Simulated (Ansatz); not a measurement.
**A hypothetical structure for Hf3Mo**

Starting from a made-up structure for Hf3Mo, the aim is the relaxed cell, its shortest contacts and, where a second run follows, its electronic structure.

Main program and level: Ansatz 0.2.0; DFT, r2SCAN, plane-wave PAW, files of the set soft_1, scalar-relativistic, no spin, cell and ions relaxed at zero pressure; PAW set soft_1.

### Step 1. The structure

The structure is cubic, space group Pm-3m (No. 221). The conventional cell has a = 4.193 Å, b = 4.193 Å, c = 4.193 Å, α = 90.00°, β = 90.00°, γ = 90.00°. Nearest to Hf lie 8 Hf at 2.96 Å and 4 Mo at 2.96 Å. Mo has 12 Hf at 2.96 Å nearest. Farther neighbours are not listed.

### Step 2. Relaxing cell and atoms

The guessed cell has no reason to be at equilibrium. It is relaxed with the atoms, within the space group of the guess.

File input.yaml:

```yaml
crystal:
  lattice:
    - [4.193, 0.0, 0.0]
    - [0.0, 4.193, 0.0]
    - [0.0, 0.0, 4.193]
  atoms:
    - { symbol: Hf, position: [0.5, 0.5, 0.0] }
    - { symbol: Hf, position: [0.5, 0.0, 0.5] }
    - { symbol: Hf, position: [0.0, 0.5, 0.5] }
    - { symbol: Mo, position: [0.0, 0.0, 0.0] }
kpoints:
  mp_grid: { grid: [6, 6, 6] }
scf:
  occupations: { method: fermi_dirac, width: 0.05 }
hamiltonian:
  xc: r2scan
  pseudopotentials: { kind: paw, azcp: { folder: soft_1 } }
relax:
  f_tol: 0.015
  max_steps: 70
  cell: {}
output:
  forces: true
  stress: true
```

On the command line:

```
ansatz run input.yaml --threads 4 --pin off --max-ram 10240MiB --backend cpu --events-out ev --progress --plain --runs-dir out
```

Numbers of over 12 decimals in the logs are rounded to 6 here.

The log of the run:

```text
Engine: ansatz 0.2.0, aarch64-unknown-linux-gnu
Pseudopotentials: kind: paw
Pseudopotential: Hf, paw, valence charge 26, recommended cutoff 500 eV (meta_gga), soft_1/Hf.paw.azcp
Pseudopotential: Mo, paw, valence charge 14, recommended cutoff 500 eV (meta_gga), soft_1/Mo.paw.azcp
Functional definition: r2SCAN
  parameter k0 = 0.174
  parameter k1 = 0.065
  parameter a1 = 4.9479
  exchange = r2scan_x(k0 = k0, k1 = k1, a1 = a1)
  correlation = r2scan_c
Crystal: 4 atoms, lattice volume = 73.718 Å³
Basis set: ecut = 500 eV, 1863 PW (Γ), exchange–correlation on 128×128×128 points (64 copies of the dense FFT grid, shifted against one another)
Bands: 56, of which v1, the nominal top of the filled ones, is band 46 counted from 1 (45 counted from 0)
Symmetry: 48 space group operations
Space group: Pm-3m (ITA 221), of the structure as read, at distance tolerance 4.2e-5 Å
k-points: 20 of 216
Non-local potential: Hf, projectors of the file, l = 0: 3, l = 1: 2, l = 2: 2, l = 3: 3
Non-local potential: Mo, projectors of the file, l = 0: 3, l = 1: 2, l = 2: 2, l = 3: 1
PAW form: soft (Blöchl's): semilocal exchange-correlation on the pseudo side does not see the compensation charge
PAW frozen core: Hf, regenerated for the run's functional (the file was generated under x = pbe(κ = 0.804, μ = 0.219515), c = pbe(β = 0.066725))
PAW frozen core: Mo, regenerated for the run's functional (the file was generated under x = pbe(κ = 0.804, μ = 0.219515), c = pbe(β = 0.066725))
PAW one-centre angular grid: Hf, 974 points (default); XC on 224 Gauss nodes
PAW one-centre angular grid: Mo, 590 points (default); XC on 160 Gauss nodes
Initial density: superposition of atomic densities (chi_scale 0.1, normalization cell, long waves kept (reshape's long-wave potential 0.00 eV rms))
Initial wavefunctions: pseudopotential atomic-orbital guess
Functional: x = r2scan, c = r2scan; τ floored in thin density (d = 2e-4 eV/Å³)
SCF iter   1: F=—  HF=-52177.253732 eV  |F-HF|=—  |Δ(HF+E_count)|=         —  Δρ=1.78e-1  dr2=6.14e1  dr2_τ=2.06e0  ethr=3.10e-3  ⟨swp⟩=5.3  Hψ=3380  notcnv=0  defer=3
preconditioner: auto → Kerker (q_TF=auto, 2.831 Å⁻¹)  [metal: Δε(μ)=0.019 eV  Ē_g=18.988 eV  σ=0.050 eV  W_gap=0.09  n_scr=26 (ndim 8)  ℏωp=39.6 eV  f_vac=0.000  D(μ)=5.84/eV (n_scr^D=80)]
SCF iter   2: F=—  HF=-52167.318676 eV  |F-HF|=—  |Δ(HF+E_count)|=    9.94e0  Δρ=3.42e-2  dr2=1.28e0  dr2_τ=1.50e0  ethr=3.10e-3  ⟨swp⟩=3.4  Hψ=2487  notcnv=0  defer=40
SCF iter   3: F=—  HF=-52167.649517 eV  |F-HF|=—  |Δ(HF+E_count)|=   3.31e-1  Δρ=1.82e-2  dr2=2.53e-1  dr2_τ=2.71e-2  ethr=1.39e-3  ⟨swp⟩=2.3  Hψ=1936  notcnv=0  defer=41
SCF iter   4: F=—  HF=-52167.695061 eV  |F-HF|=—  |Δ(HF+E_count)|=   4.55e-2  Δρ=1.10e-2  dr2=9.02e-2  dr2_τ=3.27e-3  ethr=2.75e-4  ⟨swp⟩=2.0  Hψ=1900  notcnv=0  defer=42
SCF iter   5: F=—  HF=-52167.714167 eV  |F-HF|=—  |Δ(HF+E_count)|=   1.91e-2  Δρ=6.09e-3  dr2=4.85e-2  dr2_τ=2.72e-3  ethr=9.80e-5  ⟨swp⟩=2.2  Hψ=2080  notcnv=0  defer=42
SCF iter   6: F=—  HF=-52167.714700 eV  |F-HF|=—  |Δ(HF+E_count)|=   5.33e-4  Δρ=4.53e-3  dr2=3.45e-2  dr2_τ=2.57e-3  ethr=5.27e-5  ⟨swp⟩=2.2  Hψ=2106  notcnv=0  defer=39
SCF iter   7: F=—  HF=-52167.712026 eV  |F-HF|=—  |Δ(HF+E_count)|=   2.67e-3  Δρ=2.21e-3  dr2=7.91e-3  dr2_τ=2.27e-5  ethr=3.75e-5  ⟨swp⟩=1.3  Hψ=1114  notcnv=0  defer=39
SCF iter   8: F=—  HF=-52167.711291 eV  |F-HF|=—  |Δ(HF+E_count)|=   7.35e-4  Δρ=7.76e-4  dr2=9.90e-4  dr2_τ=7.94e-6  ethr=8.60e-6  ⟨swp⟩=1.9  Hψ=1280  notcnv=0  defer=39
SCF iter   9: F=—  HF=-52167.711184 eV  |F-HF|=—  |Δ(HF+E_count)|=   1.07e-4  Δρ=1.52e-4  dr2=3.61e-5  dr2_τ=2.82e-7  ethr=1.08e-6  ⟨swp⟩=2.0  Hψ=1532  notcnv=0  defer=39
SCF iter  10: F=—  HF=-52167.711180 eV  |F-HF|=—  |Δ(HF+E_count)|=   3.76e-6  Δρ=2.15e-5  dr2=6.81e-7  dr2_τ=1.41e-8  ethr=3.93e-8  ⟨swp⟩=2.0  Hψ=1893  notcnv=0  defer=39
SCF iter  11: F=-52167.711180 eV  HF=-52167.711180 eV  |F-HF|=1.12e-8  |Δ(HF+E_count)|=   7.09e-8  Δρ=2.27e-6  dr2=7.54e-9  dr2_τ=8.96e-10  ethr=1.09e-10  ⟨swp⟩=5.0  Hψ=4239  notcnv=0
SCF 1 converged in 11 iterations: F = -52167.711180 eV  dr2 = 7.54e-9
  greatest PAW one-centre occupation: 1.000 electrons in one spin orbital (limit 2), on the Mo atom at site 3 (counted from 0), in its partial waves of l = 0
relax step   1: F+E_penalty+E_count = -52167.71118020 eV  Δ(F+E_penalty+E_count) = +0.000e0 eV  max|allowed force component| = 7.902e-29 eV/Å  Δτ_max = 0.0000 Å  P = +15.098 GPa  Ω = 73.718 Å³  (11 SCF iters, dr2 threshold 1.00e-7 eV, accepted)
Crystal: 4 atoms, lattice volume = 85.034 Å³
Basis set: ecut = 500 eV, 2109 PW (Γ), exchange–correlation on 128×128×128 points (64 copies of the dense FFT grid, shifted against one another)
Initial density: handed on by an earlier stage of this run
Initial wavefunctions: those handed on with the density
SCF iter   1: F=—  HF=-52166.607746 eV  |F-HF|=—  |Δ(HF+E_count)|=         —  Δρ=4.04e-2  dr2=4.04e0  dr2_τ=1.39e0  ethr=3.10e-3  ⟨swp⟩=8.9  Hψ=5141  notcnv=0  defer=2
preconditioner: auto → Kerker (q_TF=auto, 2.764 Å⁻¹)  [metal: Δε(μ)=0.002 eV  Ē_g=18.174 eV  σ=0.050 eV  W_gap=0.01  n_scr=26 (ndim 8)  ℏωp=36.9 eV  f_vac=0.000  D(μ)=6.70/eV (n_scr^D=80)]
SCF iter   2: F=—  HF=-52168.077780 eV  |F-HF|=—  |Δ(HF+E_count)|=    1.47e0  Δρ=3.06e-2  dr2=1.77e0  dr2_τ=4.06e-1  ethr=3.10e-3  ⟨swp⟩=3.0  Hψ=2222  notcnv=0  defer=39
SCF iter   3: F=—  HF=-52167.976939 eV  |F-HF|=—  |Δ(HF+E_count)|=   1.01e-1  Δρ=6.83e-3  dr2=3.51e-2  dr2_τ=3.13e-3  ethr=1.93e-3  ⟨swp⟩=2.2  Hψ=1594  notcnv=0  defer=39
SCF iter   4: F=—  HF=-52167.987050 eV  |F-HF|=—  |Δ(HF+E_count)|=   1.01e-2  Δρ=5.20e-3  dr2=5.60e-2  dr2_τ=4.31e-3  ethr=3.82e-5  ⟨swp⟩=2.5  Hψ=2448  notcnv=0  defer=38
SCF iter   5: F=—  HF=-52167.979085 eV  |F-HF|=—  |Δ(HF+E_count)|=   7.96e-3  Δρ=5.23e-3  dr2=5.13e-2  dr2_τ=3.18e-3  ethr=3.82e-5  ⟨swp⟩=2.0  Hψ=1527  notcnv=0  defer=38
SCF iter   6: F=—  HF=-52167.975113 eV  |F-HF|=—  |Δ(HF+E_count)|=   3.97e-3  Δρ=5.10e-4  dr2=2.44e-4  dr2_τ=3.32e-5  ethr=3.82e-5  ⟨swp⟩=1.9  Hψ=1406  notcnv=0  defer=38
SCF iter   7: F=—  HF=-52167.975210 eV  |F-HF|=—  |Δ(HF+E_count)|=   9.75e-5  Δρ=3.06e-4  dr2=9.26e-5  dr2_τ=2.56e-5  ethr=2.65e-7  ⟨swp⟩=2.6  Hψ=2210  notcnv=0  defer=38
SCF iter   8: F=—  HF=-52167.975197 eV  |F-HF|=—  |Δ(HF+E_count)|=   1.34e-5  Δρ=1.19e-4  dr2=1.32e-5  dr2_τ=4.95e-7  ethr=1.01e-7  ⟨swp⟩=2.0  Hψ=1846  notcnv=0  defer=38
SCF iter   9: F=-52167.975195 eV  HF=-52167.975195 eV  |F-HF|=2.40e-7  |Δ(HF+E_count)|=   1.70e-6  Δρ=1.63e-5  dr2=3.63e-7  dr2_τ=2.66e-8  ethr=4.35e-10  ⟨swp⟩=5.8  Hψ=6244  notcnv=0
SCF 2 converged in 9 iterations: F = -52167.975195 eV  dr2 = 3.63e-7
  greatest PAW one-centre occupation: 0.999 electrons in one spin orbital (limit 2), on the Mo atom at site 3 (counted from 0), in its partial waves of l = 0
relax step   2: F+E_penalty+E_count = -52167.97519465 eV  Δ(F+E_penalty+E_count) = -2.640e-1 eV  max|allowed force component| = 2.382e-28 eV/Å  Δτ_max = 0.0000 Å  P = -5.283 GPa  Ω = 85.034 Å³  energy of the carried Pulay correction = -1.607e-3 eV  (9 SCF iters, dr2 threshold 4.00e-7 eV, accepted)
Crystal: 4 atoms, lattice volume = 81.780 Å³
Basis set: ecut = 500 eV, 2103 PW (Γ), exchange–correlation on 128×128×128 points (64 copies of the dense FFT grid, shifted against one another)
iter 1 solved again at ethr=2.23e-4 eV; its pass at ethr=3.10e-3 eV (dr2=2.05e-1 eV) is discarded
SCF iter   1: F=—  HF=-52167.925534 eV  |F-HF|=—  |Δ(HF+E_count)|=         —  Δρ=9.16e-3  dr2=2.05e-1  dr2_τ=9.41e-2  ethr=2.23e-4  ⟨swp⟩=2.1  Hψ=6034  notcnv=0
preconditioner: auto → Kerker (q_TF=auto, 2.782 Å⁻¹)  [metal: Δε(μ)=0.020 eV  Ē_g=18.183 eV  σ=0.050 eV  W_gap=0.10  n_scr=26 (ndim 8)  ℏωp=37.6 eV  f_vac=0.000  D(μ)=7.36/eV (n_scr^D=80)]
SCF iter   2: F=—  HF=-52168.039792 eV  |F-HF|=—  |Δ(HF+E_count)|=   1.14e-1  Δρ=5.75e-3  dr2=5.82e-2  dr2_τ=1.72e-2  ethr=2.23e-4  ⟨swp⟩=2.5  Hψ=1512  notcnv=0
SCF iter   3: F=—  HF=-52168.038450 eV  |F-HF|=—  |Δ(HF+E_count)|=   1.34e-3  Δρ=1.25e-3  dr2=1.06e-3  dr2_τ=8.79e-5  ethr=6.32e-5  ⟨swp⟩=1.9  Hψ=1234  notcnv=0  defer=1
SCF iter   4: F=—  HF=-52168.038934 eV  |F-HF|=—  |Δ(HF+E_count)|=   4.84e-4  Δρ=5.76e-4  dr2=6.95e-4  dr2_τ=9.96e-5  ethr=1.15e-6  ⟨swp⟩=2.0  Hψ=2058  notcnv=0  defer=1
SCF iter   5: F=—  HF=-52168.038872 eV  |F-HF|=—  |Δ(HF+E_count)|=   6.24e-5  Δρ=2.93e-4  dr2=1.20e-4  dr2_τ=1.26e-5  ethr=7.55e-7  ⟨swp⟩=2.0  Hψ=1647  notcnv=0  defer=1
SCF iter   6: F=—  HF=-52168.038863 eV  |F-HF|=—  |Δ(HF+E_count)|=   8.74e-6  Δρ=1.12e-4  dr2=6.52e-6  dr2_τ=4.14e-7  ethr=1.31e-7  ⟨swp⟩=2.4  Hψ=1985  notcnv=0  defer=1
SCF iter   7: F=—  HF=-52168.038865 eV  |F-HF|=—  |Δ(HF+E_count)|=   1.94e-6  Δρ=3.93e-5  dr2=6.96e-7  dr2_τ=2.07e-7  ethr=7.09e-9  ⟨swp⟩=2.1  Hψ=2037  notcnv=0  defer=1
SCF iter   8: F=-52168.038865 eV  HF=-52168.038865 eV  |F-HF|=2.54e-7  |Δ(HF+E_count)|=   3.13e-7  Δρ=1.90e-5  dr2=3.17e-7  dr2_τ=4.62e-8  ethr=4.35e-10  ⟨swp⟩=5.5  Hψ=4938  notcnv=0
SCF 3 converged in 8 iterations: F = -52168.038865 eV  dr2 = 3.17e-7
relax step   3: F+E_penalty+E_count = -52168.03886483 eV  Δ(F+E_penalty+E_count) = -6.367e-2 eV  max|allowed force component| = 1.709e-29 eV/Å  Δτ_max = 0.0000 Å  P = -0.794 GPa  Ω = 81.780 Å³  energy of the carried Pulay correction = -1.169e-3 eV  (8 SCF iters, dr2 threshold 4.00e-7 eV, accepted)
[...]
relax step   4: F+E_penalty+E_count = -52168.04020645 eV  Δ(F+E_penalty+E_count) = -1.342e-3 eV  max|allowed force component| = 1.066e-29 eV/Å  Δτ_max = 0.0000 Å  P = +0.062 GPa  Ω = 81.231 Å³  energy of the carried Pulay correction = -1.093e-3 eV  (6 SCF iters, dr2 threshold 4.00e-7 eV, accepted)
[...]
relax step   5: F+E_penalty+E_count = -52168.04020870 eV  Δ(F+E_penalty+E_count) = -2.251e-6 eV  max|allowed force component| = 4.858e-29 eV/Å  Δτ_max = 0.0000 Å  P = +0.001 GPa  Ω = 81.269 Å³  energy of the carried Pulay correction = -1.098e-3 eV  (6 SCF iters, dr2 threshold 9.60e-9 eV, accepted)
Initial wavefunctions: pseudopotential atomic-orbital guess (no wavefunctions were taken with the density)
iter 1 solved again at ethr=8.26e-9 eV; its pass at ethr=3.10e-3 eV (dr2=7.60e-6 eV) is discarded
SCF iter   1: F=—  HF=-52168.041508 eV  |F-HF|=—  |Δ(HF+E_count)|=         —  Δρ=1.93e-4  dr2=2.39e-6  dr2_τ=2.00e-5  ethr=8.26e-9  ⟨swp⟩=4.2  Hψ=7526  notcnv=0
preconditioner: auto → Kerker (q_TF=auto, 2.785 Å⁻¹)  [metal: Δε(μ)=0.014 eV  Ē_g=18.183 eV  σ=0.050 eV  W_gap=0.07  n_scr=26 (ndim 8)  ℏωp=37.8 eV  f_vac=0.000  D(μ)=7.30/eV (n_scr^D=80)]
SCF iter   2: F=—  HF=-52168.041540 eV  |F-HF|=—  |Δ(HF+E_count)|=   3.19e-5  Δρ=1.01e-4  dr2=7.12e-7  dr2_τ=1.54e-6  ethr=2.60e-9  ⟨swp⟩=2.0  Hψ=1973  notcnv=0
SCF iter   3: F=—  HF=-52168.041552 eV  |F-HF|=—  |Δ(HF+E_count)|=   1.20e-5  Δρ=1.70e-5  dr2=5.14e-7  dr2_τ=5.64e-8  ethr=7.74e-10  ⟨swp⟩=2.0  Hψ=1985  notcnv=0
SCF iter   4: F=—  HF=-52168.041552 eV  |F-HF|=—  |Δ(HF+E_count)|=   3.91e-8  Δρ=4.72e-6  dr2=1.25e-8  dr2_τ=2.63e-9  ethr=5.59e-10  ⟨swp⟩=1.8  Hψ=1156  notcnv=0
SCF iter   5: F=—  HF=-52168.041552 eV  |F-HF|=—  |Δ(HF+E_count)|=   9.11e-9  Δρ=1.58e-6  dr2=1.19e-9  dr2_τ=2.60e-10  ethr=1.36e-11  ⟨swp⟩=2.0  Hψ=2039  notcnv=0
SCF iter   6: F=—  HF=-52168.041552 eV  |F-HF|=—  |Δ(HF+E_count)|=  6.26e-10  Δρ=1.10e-6  dr2=1.62e-9  dr2_τ=1.78e-10  ethr=1.29e-12  ⟨swp⟩=2.0  Hψ=1796  notcnv=0
SCF iter   7: F=—  HF=-52168.041552 eV  |F-HF|=—  |Δ(HF+E_count)|=  1.16e-10  Δρ=4.98e-7  dr2=1.66e-10  dr2_τ=4.28e-11  ethr=1.29e-12  ⟨swp⟩=2.8  Hψ=1985  notcnv=0
SCF iter   8: F=-52168.041552 eV  HF=-52168.041552 eV  |F-HF|=7.28e-12  |Δ(HF+E_count)|=  2.76e-10  Δρ=1.46e-7  dr2=1.38e-11  dr2_τ=2.18e-12  ethr=1.00e-12  ⟨swp⟩=5.0  Hψ=4276  notcnv=0
SCF 6 converged in 8 iterations: F = -52168.041552 eV  dr2 = 1.38e-11
relax step   6: F+E_penalty+E_count = -52168.04155207 eV  Δ(F+E_penalty+E_count) = -1.343e-3 eV  max|allowed force component| = 9.006e-30 eV/Å  Δτ_max = 0.0000 Å  P = +0.012 GPa  Ω = 81.269 Å³  stress off target by 1.19e-2 GPa  SCF on the basis re-selected at this cell (its energy is not comparable with the rows above)  (8 SCF iters)
basis re-selected at this cell: Δ(F+E_penalty+E_count) = -1.343e-3 eV, ΔP = +0.011 GPa vs the last step (what re-selecting the basis moved, of the pressure what is left beyond the Pulay correction that the steps carried, after the strain that the cell walked since its last selection, with what the two solves' SCF thresholds leave and, on support functions, any second-order correction that the steps lacked; it is no m [...]
SCF converged after 8 iterations
Free energy (F): -52168.041552 eV
Harris-Foulkes:  -52168.041552 eV  (|F-HF|=7.28e-12)
Internal energy: -52167.981702 eV  (E = F + TS)
E sigma→0 (E₀):  -52168.011627 eV
Entropy (-TS):   -0.059850 eV (-14.963 meV/atom)
Fermi energy:    18.773427 eV
--- Per-component energies (eV) ---
  E_band       = -92.420859
  E_kinetic    = 1649.855120
  E_local      = -19897.626633  (includes V_loc(G=0)·N_el)
  E_nonlocal   = 314.541958
  E_hartree    = 9610.853309
  E_xc         = -926.134473
  E_vxc        = -1087.361951  (∫ρ·V_xc dr)
  E_paw        = -26389.603755  (= ΣΔE_a)
  E_vpaw       = -352.437452  (= ΣTr[D̂ρ^β])
  E_aug_tail   = 0.000275  (compensation charges beyond the density's cutoff)
  E_vtau       = 58.901166  (kinetic-family band-sum trace: ∫τ·v_τ [+ j·A + Jᵃ·Aᵃ] dr)
  E_ewald      = -16530.610964
  E_core_change = 0.743461  (= ΣΔE_core)
  E_smearing   = -0.059850  (= −TS)
  E_closure    = -0.000000  (closes the sum)
  Σ components = -52168.041552   (vs F -52168.041552, Δ=0.00e0)
--- Forces (eV/Å), atoms counted from 1 ---
  atom   1  Hf    -0.00000000     0.00000000    -0.00000000
  atom   2  Hf     0.00000000    -0.00000000    -0.00000000
  atom   3  Hf     0.00000000     0.00000000     0.00000000
  atom   4  Mo    -0.00000000    -0.00000000     0.00000000
  max |Σ_I F_I| component: 3.42e-30 eV/Å
--- Stress (GPa, compression-positive) ---
        0.011905       0.000000      -0.000000
        0.000000       0.011905       0.000000
       -0.000000       0.000000       0.011905
  P = ⅓ Tr σ = 0.0119 GPa (0.119 kbar)
--- Relaxed structure (5 steps of the walk, 5 accepted, 1 SCFs on fresh bases) ---
  F+E_penalty+E_count = -52168.04155207 eV   max|allowed force component| = 9.006e-30 eV/Å   (the final SCF, on the basis selected at the relaxed cell)
  cell:  # Å, volume = 81.2688 Å³
    - [4.331530, 0, 0]
    - [0, 4.331530, 0]
    - [0, 0, 4.331530]
  atoms:
    - { symbol: Hf, position: [0.5, 0.5, 0] }
    - { symbol: Hf, position: [0.5, 0, 0.5] }
    - { symbol: Hf, position: [0, 0.5, 0.5] }
    - { symbol: Mo, position: [0, 0, 0] }
```

It took 18 s on 4 threads of Arm Neoverse V1, shared host; peak memory 0.62 GiB; 67 s of CPU time.

Step by step:

| step | energy less that of the first step (eV) | largest force component (eV/Å) | pressure (GPa) | volume (Å³) |
| --- | --- | --- | --- | --- |
| 1 | 0.0000 | 0.0000 | 15.10 | 73.72 |
| 2 | -0.2640 | 0.0000 | -5.28 | 85.03 |
| 3 | -0.3277 | 0.0000 | -0.79 | 81.78 |
| 4 | -0.3290 | 0.0000 | 0.06 | 81.23 |
| 5 | -0.3290 | 0.0000 | 0.00 | 81.27 |
| 6* | -0.3304 | 0.0000 | 0.01 | 81.27 |

Relaxation steps marked * repeat the geometry before them on a plane-wave basis chosen anew for their cell, so energy and pressure can jump there.

The run keeps the 48 symmetry operations that it works with, so distortions that break them were not tested.

| conventional cell, symmetrised | before | after | change |
| --- | --- | --- | --- |
| a (Å) | 4.193 | 4.332 | +3.3 % |
| b (Å) | 4.193 | 4.332 | +3.3 % |
| c (Å) | 4.193 | 4.332 | +3.3 % |
| volume (Å³/atom) | 18.43 | 20.32 | +10.2 % |

Final coordinates:

```xyz
4
Lattice="4.3315 0.0000 0.0000 0.0000 4.3315 0.0000 0.0000 0.0000 4.3315" Properties=species:S:1:pos:R:3 pbc="T T T"
Hf    2.1658    2.1658    0.0000
Hf    2.1658    0.0000    2.1658
Hf    0.0000    2.1658    2.1658
Mo    0.0000    0.0000    0.0000
```

Numbers from this step:

- free energy: -52168.0416 eV
- energy at zero smearing: -52168.0116 eV
- smearing term TS: 0.05985 eV
- Fermi energy: 18.77 eV
- electrons: 92
- symmetry operations: 48
- pressure: 0.01191 GPa

The shortest distance of each pair, which need not be the same contact before and after:

```csv
pair,guess (Å),relaxed (Å)
Hf–Mo,2.965,3.063
Hf–Hf,2.965,3.063
Mo–Mo,4.193,4.332
```

The relaxation ends with a pressure of 0.01 GPa.

### Step 3. What came out

| Property | Result |
| --- | --- |
| space group, relaxed | Pm-3m |
| conventional cell | a = 4.332, b = 4.332, c = 4.332 Å; α = 90.0°, β = 90.0°, γ = 90.0° |
| volume per atom | 20.32 Å³ (guess 18.43) |

**Reading.** Hf3Mo relaxes to Pm-3m with a = 4.332, b = 4.332 and c = 4.332 Å. The guessed volume was 9 % too small. The space group Pm-3m was held in the relaxation, so the end point is a stationary structure within it and may be a saddle against distortions or other arrangements. Mesh and cutoff weren't tested. Spin-orbit coupling is left out, which can matter for elements this heavy. No dispersion term is used, so weakly bound directions may come out too long. The runs have no spin, and magnetism wasn't tested. Nothing here tests whether the compound is stable against decomposition.

[Logs are printed without paths, hosts, clocks, repeated set-up lines and the standing remarks that a program may print on its own settings, such as how far it seeks lower states.]

[Hosts, paths, dates, database ids (printed as entryN), source tags and the programs' standing remarks are cut or masked in the printed files.]
